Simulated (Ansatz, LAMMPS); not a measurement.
# A frame of liquid (Na,Rb)(Cl,Br) from 1100 K (68 atoms): geometry optimisation, part 2 of 2

Aim: bring a frame of liquid (Na,Rb)(Cl,Br) from 1100 K (68 atoms) to a nearby minimum of the energy and see what moves.

Ansatz 0.2.0; Kohn-Sham DFT, PBE, PAW (set soft_2), plane waves.

The cell: 22 Na, 12 Rb, 18 Cl and 16 Br. The network of bonds at the start is that of the classical potential that made the cell. The ion parameters were fitted for water, not for melts. Sampling is at Γ alone, for a cell whose shortest periodic width is 14 Å.

So far, density (g/cm³): step 5 (distances and neighbours after relaxation) 2.42.

**6. Single point at the relaxed geometry (continued)**

States in the cell by windows of 1 eV, zero at the Fermi level; the larger projections on atomic orbitals stand beside the total:

| from (eV) | to (eV) | total | Cl p | Br p | Na s | Rb s |
| --- | --- | --- | --- | --- | --- | --- |
| -10 | -5 | 0.0 | 0.0 | 0.0 | 0.0 | 0.0 |
| -5 | -4 | 0.7 | 0.5 | 0.1 | 0.1 | 0.0 |
| -4 | -3 | 75.2 | 48.1 | 21.6 | 3.5 | 1.0 |
| -3 | -2 | 120.4 | 52.9 | 64.7 | 0.6 | 0.7 |
| -2 | -1 | 7.7 | 2.2 | 5.4 | 0.0 | 0.0 |
| -1 | 1 | 0.0 | 0.0 | 0.0 | 0.0 | 0.0 |
| 1 | 2 | 1.8 | 0.0 | 0.0 | 0.8 | 0.6 |
| 2 | 3 | 1.1 | 0.0 | 0.0 | 0.6 | 0.3 |
| 3 | 4 | 20.9 | 0.7 | 0.9 | 8.1 | 5.4 |
| 4 | 5 | 48.9 | 0.9 | 1.1 | 11.3 | 7.5 |

Between -26 and -10 eV lie 272 more states.

The stored curve holds about 476 of the 544 electrons; the rest, give or take the few that broadening carries across the Fermi level, lie in deeper levels below its range.

The levels nearest the highest filled one (over half full), pooled over k-points and spins:

| level less the highest filled one (eV) | occupation |
| --- | --- |
| -0.189 | 2 |
| -0.176 | 2 |
| -0.116 | 2 |
| -0.0764 | 2 |
| -0.0511 | 2 |
| 0 | 2 |
| 3.73 | 0 |
| 4.93 | 0 |
| 4.99 | 0 |
| 5.08 | 0 |
| 5.15 | 0 |
| 5.33 | 0 |

Valence density in the ac plane at fractional y = 0.244, with atoms of Na and Rb and Cl and Br within 0.2 Å of it. It is the smooth field of the valence electrons, not physical close to the nuclei.

Ten steps, logarithmic in the rise over the least value, from '0' (0 e/Å³) to '9' (16 e/Å³), each cell a mean:
```
000111011100123443100000000011100000
000000136521124443100000001223221000
000000035420112221000000012344321000
000000000000000000000000001233321000
000000000000000000000000000112110000
000000000000000000000000000000000000
000000000000000000012332100024310011
001576300000000000134444310157621111
003899510000000001244334310134310000
001465200000011100134443210000000000
000000001111111100012221000000000000
000000011211100000000000000000000000
000000011111000000000000000000000000
000000000000000000000000011111000000
000000000000000000000000133443210000
000000000000000011100001244234310000
000000000000012344321001244344210000
000000000000024544431000123332100000
000000000000024544431000000100001110
100000000000012333210000000000124443
200000000000000011000000000000245554
200000000000000000000000000000245554
000000000000000000000000000000123332
000010000000011221000000000000000000
```
Columns run along a (12.7 Å), rows up along c (13.9 Å). Atoms in or near the plane, at fractional coordinates: Na at (0.12, 0.64), Rb at (0.92, 0.12), Cl at (0.46, 0.24), Br at (0.60, 0.64), Br at (0.76, 0.34).

Electrostatic potential energy in the ac plane at fractional y = 0.244, with atoms of Na and Rb and Cl and Br within 0.2 Å of it. With pseudopotentials it is smooth inside the atoms' cores, unlike the true potential.

Ten even steps from '0' (-44 eV) to '9' (7 eV), each cell a mean:
```
999999988889997668999999999999999999
999999874578986568999999999988899999
999999875689999899999999999754689999
999999988899999999999999999876899999
999999999999999999999999999999999999
999999999999999999999999999999999999
999988999999999999998888999876789999
998534789999999999972003899852379999
997100589999999999840001799876789999
998645899999988889974236999999999999
999999999999988889999999999999999999
999999999999999999999999999999999999
999999999999999999999999999999999999
999999999999999999999999999999999999
999999999999999999999999985347999999
999999999999999999999999830002899999
999999999999999866899999840015899999
999999999999997200389999997789999999
999999999999996200489999999999998889
899999999999999877999999999999874347
799999999999999999999999999999720002
899999999999999999999999999999730004
999999999999999999999999999999886568
999999999999999999999999999999999999
```
Columns run along a (12.7 Å; values clipped at the 3rd and 97th percentile), rows up along c (13.9 Å). Atoms in or near the plane, at fractional coordinates: Na at (0.12, 0.64), Rb at (0.92, 0.12), Cl at (0.46, 0.24), Br at (0.60, 0.64), Br at (0.76, 0.34).

Mean Löwdin charges: Br -0.65, Cl -0.70, Na +0.69, Rb +0.77 e. The largest share in the top eV of filled states is Br p (58 % of the projected weight), and in the lowest eV of empty states Na s (46 % of the projected weight).

Local excerpt of 14 atoms (numbers count through the whole input) about Br64, whose charge lies farthest from its element's mean; x, y, z are measured from there.

| atom | x | y | z | distance (Å) | bonds | Löwdin charge (e) |
| --- | --- | --- | --- | --- | --- | --- |
| Br64 | 0.00 | 0.00 | 0.00 | 0.00 | 5 | -0.68 |
| Rb28 | -3.09 | -1.19 | 1.03 | 3.47 | 6 | 0.75 |
| Rb24 | 2.93 | -1.24 | -1.40 | 3.48 | 6 | 0.77 |
| Rb34 | -2.29 | 1.61 | -2.13 | 3.51 | 6 | 0.78 |
| Na21 | -0.85 | -3.08 | -1.47 | 3.52 | 4 | 0.69 |
| Rb30 | 1.66 | 3.09 | -0.58 | 3.56 | 5 | 0.77 |
| Rb33 | 0.72 | -2.09 | 2.83 | 3.59 | 6 | 0.77 |
| Cl43 | -2.96 | -1.53 | -2.19 | 3.99 | 5 | -0.71 |
| Br62 | 0.72 | -1.51 | -4.10 | 4.43 | 4 | -0.63 |
| Cl38 | 3.86 | -1.01 | 2.10 | 4.51 | 5 | -0.71 |
| Br63 | -2.04 | -0.11 | 4.11 | 4.59 | 5 | -0.64 |
| Br54 | 1.88 | 2.98 | 2.99 | 4.62 | 4 | -0.64 |
| Cl51 | -1.85 | -4.11 | 1.06 | 4.63 | 5 | -0.70 |
| Br58 | 1.70 | -4.29 | -0.79 | 4.68 | 5 | -0.62 |

The column of bonds counts only the pairs Na-Cl within 3.43 Å, Na-Br within 3.35 Å, Cl-Rb within 3.83 Å, Br-Rb within 3.98 Å; other neighbours, such as metal atoms beside each other in a compound, aren't counted, and periodic images can show an atom twice.

**7. Summary of results**

```
energy change in the relaxation                  : -115 meV/atom
r.m.s. displacement                              : 0.902 Å
largest displacement                             : 1.947 Å
free energy per atom                             : -1999.7840 eV/atom
pressure                                         : 0.003795 GPa
r.m.s. force component                           : 0.00584 eV/Å
gap (highest filled to lowest empty level) : 3.732 eV
wall time of the 3 DFT runs                      : 11 min
```

In words: Relaxation lowers the energy by 115 meV/atom and moves atoms by 0.90 Å r.m.s.; the r.m.s. force component goes from 0.28 to 0.0058 eV/Å, the pressure goes from -0.19 to 0.0038 GPa, and the gap from 2.75 to 3.73 eV. Displacements are taken in the final cell, so they leave out its strain. The cell shrank by 9.9 % in volume. First to last step the energy falls by 7.819 eV, across changes of basis; the largest move, 1.95 Å, is that of Rb27. The Br-Rb bonds change most in mean length: from 3.478 Å (spread 0.217) to 3.539 Å (spread 0.113), and their number from 25 to 34. Filled and empty levels are parted by 3.73 eV (at Γ alone); a semilocal functional tends to put such gaps too low. In a disordered cell it changes from sample to sample and from frame to frame.

What to keep in mind: The starting topology of bonds comes from the classical model; in DFT atoms moved by 0.90 Å r.m.s.

[Logs are printed without paths, hosts, clocks, repeated set-up lines and the standing remarks that a program may print on its own settings, such as how far it seeks lower states.]

[Hosts, paths, dates, database ids (printed as entryN), source tags and the programs' standing remarks are cut or masked in the printed files.]
